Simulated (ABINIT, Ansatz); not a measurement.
# Al2O3 (Corundum): one start, several treatments of the self-energy

How much does the gap of Al2O3 (Corundum) depend on the approximation to the self-energy?

Program: ABINIT 10.8.3. Level of theory: PBE and many-body steps on it, plane waves. Results are calculated unless marked as measured.

**What was measured.**

- Gap 8.7 eV: optical band gap of host from absorption; optical absorption, quoted from earlier work; bulk crystal (high-purity reference sample) (quoted in “Multi-petahertz electron interference in Cr:Al2O3 solid-state material”, 2018, pmc:5906618).

## (1) The structure

It takes space group R-3c (No. 167, trigonal). Conventional cell: a = 4.760 Å, b = 4.760 Å, c = 12.996 Å, α = 90.00°, β = 90.00°, γ = 120.00°. Al has 6 O at 1.85 to 1.97 Å nearest. Nearest to O lie 4 Al at 1.85 to 1.97 Å. Farther neighbours and most contacts between anions are not listed.

As a file:

```cif
data_structure
_symmetry_space_group_name_H-M 'P 1'
_symmetry_Int_Tables_number 1
_cell_length_a 5.1302
_cell_length_b 5.1302
_cell_length_c 5.1302
_cell_angle_alpha 55.287
_cell_angle_beta 55.287
_cell_angle_gamma 55.287
_cell_volume 85.02
loop_
_atom_site_label
_atom_site_type_symbol
_atom_site_fract_x
_atom_site_fract_y
_atom_site_fract_z
_atom_site_occupancy
Al1 Al 0.35216 0.35216 0.35216 1
Al2 Al 0.14784 0.14784 0.14784 1
Al3 Al 0.64784 0.64784 0.64784 1
Al4 Al 0.85216 0.85216 0.85216 1
O5 O 0.55668 0.94332 0.25000 1
O6 O 0.25000 0.55668 0.94332 1
O7 O 0.94332 0.25000 0.55668 1
O8 O 0.44332 0.05668 0.75000 1
O9 O 0.75000 0.44332 0.05668 1
O10 O 0.05668 0.75000 0.44332 1
```

The cell and positions come from the Crystallography Open Database and are kept as given unless a step says otherwise.

## (2) Empty states on the mesh, 2×2×2 mesh, 178 bands

This step: ABINIT 10.8.3; DFT, PBE, plane waves, norm-conserving pseudopotentials.

The sums over transitions need many empty states on a uniform mesh; this step solves for them.

Input file run.abi:

```
acell 3*1.0 Angstrom
rprim 
  2.380249999995 1.374237978213 4.331866666707
  -2.380249999995 1.374237978213 4.331866666707
  -0.000000000000 -2.748475956495 4.331866666685
ntypat 2
znucl 13 8
natom 10
typat 1 1 1 1 2 2 2 2 2 2
xred 
  0.352160000000 0.352160000000 0.352160000000
  0.147840000000 0.147840000000 0.147840000000
  0.647840000000 0.647840000000 0.647840000000
  0.852160000000 0.852160000000 0.852160000000
  0.556680000000 0.943320000000 0.250000000000
  0.250000000000 0.556680000000 0.943320000000
  0.943320000000 0.250000000000 0.556680000000
  0.443320000000 0.056680000000 0.750000000000
  0.750000000000 0.443320000000 0.056680000000
  0.056680000000 0.750000000000 0.443320000000
pp_dirpath "pseudos"
pseudos "Al.upf, O.upf"
ecut 36
ngkpt 2 2 2
nshiftk 1
shiftk 0 0 0
kptopt 1
chksymbreak 0
iscf -2
irdden 1
istwfk *1
nband 178
nbdbuf 16
tolwfr 1e-09
nstep 60
prtvol 0
indata_prefix "in"
outdata_prefix "out"
tmpdata_prefix "tmp"
```

Run with:

```
OMP_NUM_THREADS=1 mpirun -n 4 abinit run.abi > log
```

Numbers of over 12 decimals in the logs are rounded to 6 here.

The log of the run:

```text
.Version 10.8.3 of ABINIT. v10.8.2 released Aug 2026.

 Symmetries : space group R-3 c (#167); Bravais hR (rhombohedral)
[... echo of the input left out ...]
== DATASET  1 ==================================================================
-   mpi_nproc: 4, omp_nthreads: 1 (-1 if OMP is not activated)

--- !DatasetInfo
iteration_state: {dtset: 1, }
dimensions: {natom: 10, nkpt: 4, mband: 178, nsppol: 1, nspinor: 1, nspden: 1, mpw: 5936, }
cutoff_energies: {ecut:  36.0, pawecutdg:  -1.0, }
[...]
2.73978    2.76910    2.76910    2.79079    2.82553    2.87395    2.92667    2.95786
   2.96324    2.96327    2.96508    2.99007    2.99218    2.99228    3.00848    3.00902
   3.02429    3.04038
 prteigrs : prtvol=0 or 1, do not print more k-points.

== END DATASET(S) ==============================================================
================================================================================

 -outvars: echo values of variables after computation  --------
            nband         178
             nkpt           4
          spgroup         167
 [... the other variables as echoed above ...]

 Calculation completed.
```

The job ended after 44 s (4 MPI ranks of Arm Neoverse V2, shared host; peak memory 0.41 GiB; 2.9 min of CPU time).

This step gave:

* gap: 6.266 eV
* k of the valence top: 0, 0, 0
* k of the conduction bottom: 0, 0, 0
* least direct gap: 6.266 eV
* k points computed: 4
* lowest point of the top converged band, above the valence top: 69.1624 eV

On this mesh the gap is 6.266 eV.

The density comes from a self-consistent run that is not shown.

## (3) Screening, 2×2×2 mesh, 80 bands, screening to 114.3 eV

The RPA dielectric matrix is built and inverted for each q.

This step: RPA screening on PBE, plane waves, norm-conserving pseudopotentials.

run.abi, as its differences from that of step 2:

```diff
@@ -28,10 +28,11 @@
 chksymbreak 0
-iscf -2
-irdden 1
 istwfk *1
-nband 178
-nbdbuf 16
-tolwfr 1e-09
-nstep 60
-prtvol 0
+occopt 1
+irdwfk 1
+optdriver 3
+nband 80
+ecuteps 4.2
+inclvkb 2
+awtr 1
+symchi 1
 indata_prefix "in"
```

The log of the run:

```text
.Version 10.8.3 of ABINIT. v10.8.2 released Aug 2026.

 Symmetries : space group R-3 c (#167); Bravais hR (rhombohedral)
[... echo of the input left out ...]
== DATASET  1 ==================================================================
-   mpi_nproc: 4, omp_nthreads: 1 (-1 if OMP is not activated)

--- !DatasetInfo
iteration_state: {dtset: 1, }
dimensions: {natom: 10, nkpt: 4, mband: 80, nsppol: 1, nspinor: 1, nspden: 1, mpw: 5936, }
cutoff_energies: {ecut:  36.0, pawecutdg:  -1.0, }
electrons: {nelect:   4.80000000E+01, charge:   0.00000000E+00, occopt:   1.00000000E+00, tsmear:   1.00000000E-02, }

 SCREENING: Calculation of the susceptibility and dielectric matrices

 Based on a program developped by R.W. Godby, V. Olevano, G. Onida, and L. Reining.
 Incorporated in ABINIT by V. Olevano, G.-M. Rignanese, and M. Torrent.
.Using double precision arithmetic ; gwpc =  8

[... cell and pseudopotentials left out ...]
--------------------------------------------------------------------------------

 ==== K-mesh for the wavefunctions ====
 Number of points in the irreducible wedge :     4
[... list of points left out ...]
 Together with 12 symmetry operations and time-reversal symmetry
 yields     8 points in the full Brillouin Zone.

 ==== Q-mesh for the screening function ====
 Number of points in the irreducible wedge :     4
[... list of points left out ...]
 Together with 12 symmetry operations and time-reversal symmetry
 yields     8 points in the full Brillouin Zone.

 setmesh: FFT mesh size selected  =    36x   36x   36
          total number of points  =        46656

 vcoul_init : cutoff-mode = AUXILIARY_FUNCTION
 q-points for optical limit:   1
     1)      0.000010    0.000020    0.000030

- screening: taking advantage of time-reversal symmetry
- Maximum band index for partially occupied states nbvw = 24
- Remaining bands to be divided among processors   nbcw = 56
- Number of bands treated by each node ~14

 Number of electrons calculated from density =   48.0000; Expected =   48.0000
 average of density, n =  0.083663
 r_s =    1.4184
 omega_plasma =   27.9012 [eV]

 calculating chi0 at frequencies [eV] :
  1    0.000000E+00    0.000000E+00
  2    0.000000E+00    2.790117E+01

--------------------------------------------------------------------------------
  q-point number  1        q = ( 0.000000, 0.000000, 0.000000) [r.l.u.]
--------------------------------------------------------------------------------
[... chi0 elements left out ...]
 For q-point:  0.000010 0.000020 0.000030
  dielectric constant =   3.0977
  dielectric constant without local fields =   3.2860

  Average fulfillment of the sum rule on Im[epsilon] for q-point    1 :     38.70  [%]
[... wings left out ...]
  q-point number  2        q = ( 0.500000, 0.000000, 0.000000) [r.l.u.]
--------------------------------------------------------------------------------
[... chi0 elements left out ...]
  Average fulfillment of the sum rule on Im[epsilon] for q-point    2 :     47.20  [%]

 [... 2 further q-points ...]
```

Run time: 15 s. Hardware: 4 MPI ranks; peak memory 0.9 GiB.

This step gave:

```
ε∞ with local fields, on this mesh, along the program's q direction : 3.098
the same without local fields                                       : 3.286
plasma frequency                                                    : 27.90 eV
plane waves in the screening matrix                                 : 235
```

Local fields lower ε∞ by 6 %. On a Γ-centred mesh this coarse the value itself is usually too large, while a short band sum pulls it down.

## (4) G0W0, Godby-Needs plasmon pole

The self-energy is evaluated for the states that the input lists, and the levels follow from it, in one-shot runs by the linearised quasiparticle equation.

This step: G0W0 on PBE, plane waves, norm-conserving pseudopotentials.

run.abi, as its differences from that of step 3:

```diff
@@ -31,8 +31,15 @@
 irdwfk 1
-optdriver 3
+optdriver 4
 nband 80
+gwcalctyp 0
+ecutsigx 36
+symsigma 1
+nkptgw 1
+kptgw 
+  0.0000000000 0.0000000000 0.0000000000
+bdgw 
+  22 26
 ecuteps 4.2
-inclvkb 2
-awtr 1
-symchi 1
+irdscr 1
+ppmodel 1
 indata_prefix "in"
```

The log of the run:

```text
.Version 10.8.3 of ABINIT. v10.8.2 released Aug 2026.

 Symmetries : space group R-3 c (#167); Bravais hR (rhombohedral)
[... echo of the input left out ...]
== DATASET  1 ==================================================================
-   mpi_nproc: 4, omp_nthreads: 1 (-1 if OMP is not activated)

--- !DatasetInfo
iteration_state: {dtset: 1, }
dimensions: {natom: 10, nkpt: 4, mband: 80, nsppol: 1, nspinor: 1, nspden: 1, mpw: 5936, }
cutoff_energies: {ecut:  36.0, pawecutdg:  -1.0, }
electrons: {nelect:   4.80000000E+01, charge:   0.00000000E+00, occopt:   1.00000000E+00, tsmear:   1.00000000E-02, }

 SIGMA: Calculation of the GW corrections

 Based on a program developped by R.W. Godby, V. Olevano, G. Onida, and L. Reining.
 Incorporated in ABINIT by V. Olevano, G.-M. Rignanese, and M. Torrent.
.Using double precision arithmetic ; gwpc =  8

[... cell and pseudopotentials left out ...]
--------------------------------------------------------------------------------

 ==== K-mesh for the wavefunctions ====
 Number of points in the irreducible wedge :     4
[... list of points left out ...]
 Together with 12 symmetry operations and time-reversal symmetry
 yields     8 points in the full Brillouin Zone.

 ==== Q-mesh for screening function ====
 Number of points in the irreducible wedge :     4
[... list of points left out ...]
 Together with 12 symmetry operations and time-reversal symmetry
 yields     8 points in the full Brillouin Zone.

 vcoul_init : cutoff-mode = AUXILIARY_FUNCTION
 q-points for optical limit:   1
     1)      0.000010    0.000020    0.000030
 setmesh: FFT mesh size selected  =    54x   54x   54
          total number of points  =       157464

 Number of electrons calculated from density =   48.0000; Expected =   48.0000
 average of density, n =  0.083663
 r_s =    1.4184
 omega_plasma =   27.9012 [eV]

 === KS Band Gaps ===
  >>>> For spin  1
   Minimum direct gap =   6.2663 [eV], located at k-point      :   0.0000  0.0000  0.0000
   Fundamental gap    =   6.2663 [eV], Top of valence bands at :   0.0000  0.0000  0.0000
                                       Bottom of conduction at :   0.0000  0.0000  0.0000
 SIGMA fundamental parameters:
 PLASMON POLE MODEL  1
 number of plane-waves for SigmaX                 5879
 number of plane-waves for SigmaC and W            235
 number of plane-waves for wavefunctions          5879
 number of bands                                    80
 number of independent spin polarizations            1
 number of spinorial components                      1
 number of k-points in IBZ                           4
 number of q-points in IBZ                           4
 number of symmetry operations                      12
 number of k-points in BZ                            8
 number of q-points in BZ                            8
 number of frequencies for dSigma/dE                 9
 frequency step for dSigma/dE [eV]                0.25
 number of omega for Sigma on real axis              0
 max omega for Sigma on real axis  [eV]           0.00
 zcut for avoiding poles [eV]                     0.10

 EPSILON^-1 parameters (SCR file):
 dimension of the eps^-1 matrix on file            235
 dimension of the eps^-1 matrix used               235
 number of plane-waves for wavefunctions          5879
 number of bands                                    80
 number of q-points in IBZ                           4
 number of frequencies                               2
 number of real frequencies                          1
 number of imag frequencies                          1

 matrix elements of self-energy operator (all in [eV])

 Perturbative Calculation

--- !SelfEnergy_ee
iteration_state: {dtset: 1, }
kpoint     : [   0.000,    0.000,    0.000, ]
spin       : 1
KS_gap     :    6.266
QP_gap     :    8.378
Delta_QP_KS:    2.112
data: !SigmaeeData |
     Band     E0 <VxcDFT>   SigX SigC(E0)      Z dSigC/dE  Sig(E)    E-E0       E
       22   5.137 -20.469 -25.362   4.494   0.824  -0.213 -20.797  -0.328   4.809
       23   5.137 -20.469 -25.362   4.494   0.824  -0.213 -20.797  -0.328   4.809
       24   5.182 -20.399 -25.232   4.459   0.825  -0.212 -20.708  -0.308   4.873
       25  11.448 -13.775  -8.656  -3.024   0.861  -0.161 -11.971   1.804  13.252
       26  14.369 -11.418  -5.974  -3.325   0.869  -0.151  -9.577   1.841  16.210

== END DATASET(S) ==============================================================
================================================================================

 -outvars: echo values of variables after computation  --------
           etotal      0.0000000000E+00
            nband          80
             nkpt           4
          spgroup         167
 [... the other variables as echoed above ...]

 Calculation completed.
```

Elapsed: 3.3 s, on 4 MPI ranks; peak memory 0.66 GiB.

This step gave:

```yaml
g0w0_gap_on_the_points_computed: 8.379 eV
starting_gap_on_the_mesh: 6.266 eV
k_of_the_valence_top: 0, 0, 0
k_of_the_conduction_bottom: 0, 0, 0
z_at_the_valence_top: 0.825
z_at_the_conduction_bottom: 0.861
least_direct_g0w0_gap_on_the_computed_points: 8.379 eV
```

The gap on the mesh goes from 6.27 eV to 8.38 eV, a correction of +2.11 eV.

## (5) G0W0, Hybertsen-Louie plasmon pole

run.abi, as its differences from that of step 4:

```diff
@@ -43,3 +43,3 @@
 irdscr 1
-ppmodel 1
+ppmodel 2
 indata_prefix "in"
```

The log of the run:

```text
.Version 10.8.3 of ABINIT. v10.8.2 released Aug 2026.

 Symmetries : space group R-3 c (#167); Bravais hR (rhombohedral)
[... echo of the input left out ...]
== DATASET  1 ==================================================================
-   mpi_nproc: 4, omp_nthreads: 1 (-1 if OMP is not activated)

--- !DatasetInfo
iteration_state: {dtset: 1, }
dimensions: {natom: 10, nkpt: 4, mband: 80, nsppol: 1, nspinor: 1, nspden: 1, mpw: 5936, }
cutoff_energies: {ecut:  36.0, pawecutdg:  -1.0, }
electrons: {nelect:   4.80000000E+01, charge:   0.00000000E+00, occopt:   1.00000000E+00, tsmear:   1.00000000E-02, }

 SIGMA: Calculation of the GW corrections

 Based on a program developped by R.W. Godby, V. Olevano, G. Onida, and L. Reining.
 Incorporated in ABINIT by V. Olevano, G.-M. Rignanese, and M. Torrent.
.Using double precision arithmetic ; gwpc =  8

[... cell and pseudopotentials left out ...]
--------------------------------------------------------------------------------

 ==== K-mesh for the wavefunctions ====
 Number of points in the irreducible wedge :     4
[... list of points left out ...]
 Together with 12 symmetry operations and time-reversal symmetry
 yields     8 points in the full Brillouin Zone.

 ==== Q-mesh for screening function ====
 Number of points in the irreducible wedge :     4
[... list of points left out ...]
 Together with 12 symmetry operations and time-reversal symmetry
 yields     8 points in the full Brillouin Zone.

 vcoul_init : cutoff-mode = AUXILIARY_FUNCTION
 q-points for optical limit:   1
     1)      0.000010    0.000020    0.000030
 setmesh: FFT mesh size selected  =    54x   54x   54
          total number of points  =       157464

 Number of electrons calculated from density =   48.0000; Expected =   48.0000
[...]
number of q-points in IBZ                           4
 number of symmetry operations                      12
 number of k-points in BZ                            8
 number of q-points in BZ                            8
 number of frequencies for dSigma/dE                 9
 frequency step for dSigma/dE [eV]                0.25
 number of omega for Sigma on real axis              0
 max omega for Sigma on real axis  [eV]           0.00
 zcut for avoiding poles [eV]                     0.10

 EPSILON^-1 parameters (SCR file):
 dimension of the eps^-1 matrix on file            235
 dimension of the eps^-1 matrix used               235
 number of plane-waves for wavefunctions          5879
 number of bands                                    80
 number of q-points in IBZ                           4
 number of frequencies                               2
 number of real frequencies                          1
 number of imag frequencies                          1

 matrix elements of self-energy operator (all in [eV])

 Perturbative Calculation

--- !SelfEnergy_ee
iteration_state: {dtset: 1, }
kpoint     : [   0.000,    0.000,    0.000, ]
spin       : 1
KS_gap     :    6.266
QP_gap     :    8.479
Delta_QP_KS:    2.213
data: !SigmaeeData |
     Band     E0 <VxcDFT>   SigX SigC(E0)      Z dSigC/dE  Sig(E)    E-E0       E
       22   5.137 -20.469 -25.362   4.183   0.877  -0.141 -21.091  -0.622   4.515
       23   5.137 -20.469 -25.362   4.183   0.877  -0.141 -21.091  -0.622   4.515
       24   5.182 -20.399 -25.232   4.176   0.876  -0.141 -20.975  -0.575   4.606
       25  11.448 -13.775  -8.656  -3.288   0.895  -0.118 -12.137   1.638  13.086
       26  14.369 -11.418  -5.974  -3.451   0.899  -0.112  -9.625   1.793  16.162

== END DATASET(S) ==============================================================
================================================================================

 -outvars: echo values of variables after computation  --------
           etotal      0.0000000000E+00
            nband          80
             nkpt           4
          spgroup         167
 [... the other variables as echoed above ...]

 Calculation completed.
```

Elapsed: 3.3 s, on 4 MPI ranks; peak memory 0.65 GiB.

This step gave:

| Quantity | Value |
| --- | --- |
| G0W0 gap on the points computed | 8.48 eV |
| starting gap on the mesh | 6.266 eV |
| k of the valence top | 0, 0, 0 |
| k of the conduction bottom | 0, 0, 0 |
| Z at the valence top | 0.876 |
| Z at the conduction bottom | 0.895 |
| least direct G0W0 gap on the computed points | 8.48 eV |

Against G0W0 in ABINIT (2×2×2 mesh, 80 bands, screening to 114.3 eV, Godby-Needs plasmon pole), the gap moves by +0.101 eV.

## (6) G0W0, von der Linden-Horsch plasmon pole

run.abi, as its differences from that of step 5:

```diff
@@ -43,3 +43,3 @@
 irdscr 1
-ppmodel 2
+ppmodel 3
 indata_prefix "in"
```

The log of the run:

```text
.Version 10.8.3 of ABINIT. v10.8.2 released Aug 2026.

 Symmetries : space group R-3 c (#167); Bravais hR (rhombohedral)
[... echo of the input left out ...]
== DATASET  1 ==================================================================
-   mpi_nproc: 4, omp_nthreads: 1 (-1 if OMP is not activated)

--- !DatasetInfo
iteration_state: {dtset: 1, }
dimensions: {natom: 10, nkpt: 4, mband: 80, nsppol: 1, nspinor: 1, nspden: 1, mpw: 5936, }
cutoff_energies: {ecut:  36.0, pawecutdg:  -1.0, }
[...]
24   5.182 -20.399 -25.232   4.441   0.879  -0.138 -20.743  -0.344   4.838
       25  11.448 -13.775  -8.656  -3.135   0.902  -0.108 -11.985   1.790  13.238
       26  14.369 -11.418  -5.974  -3.450   0.910  -0.099  -9.603   1.814  16.184

== END DATASET(S) ==============================================================
================================================================================

 -outvars: echo values of variables after computation  --------
           etotal      0.0000000000E+00
            nband          80
             nkpt           4
          spgroup         167
 [... the other variables as echoed above ...]

 Calculation completed.
```

The job ended after 3 s (4 MPI ranks; peak memory 0.2 GiB; 12 s of CPU time).

This step gave:

| Item | Value |
| --- | --- |
| G0W0 gap on the points computed | 8.400 eV |
| starting gap on the mesh | 6.266 eV |
| k of the valence top | 0, 0, 0 |
| k of the conduction bottom | 0, 0, 0 |
| least direct G0W0 gap on the computed points | 8.400 eV |

Against G0W0 in ABINIT (2×2×2 mesh, 80 bands, screening to 114.3 eV, Godby-Needs plasmon pole), the gap moves by +0.021 eV.

[end of part 1 of 2]

[Paths, hosts, dates, memory and timing lines, banners, echoed tables and standing remarks are left out of the program output.]

[Logs are printed without paths, hosts, clocks, repeated set-up lines and the standing remarks that a program may print on its own settings, such as how far it seeks lower states.]

[Runs of the session that timed out or met a known fault of the program may be left out.]

[No measured gap is set beside runs whose start may be inverted or whose files or cutoffs have a known fault.]

[Hosts, paths, dates, database ids (printed as entryN), source tags and the programs' standing remarks are cut or masked in the printed files.]

[G0W0 gaps are taken among the corrected bands and points alone; a level outside them can change the order at an edge.]

[Where Ansatz stands beside ABINIT at settings called matched, ABINIT's density can come from a denser mesh and the files from another edition; pairs whose starting gaps differed by over 0.03 eV were left out, so agreement reads better than it is.]
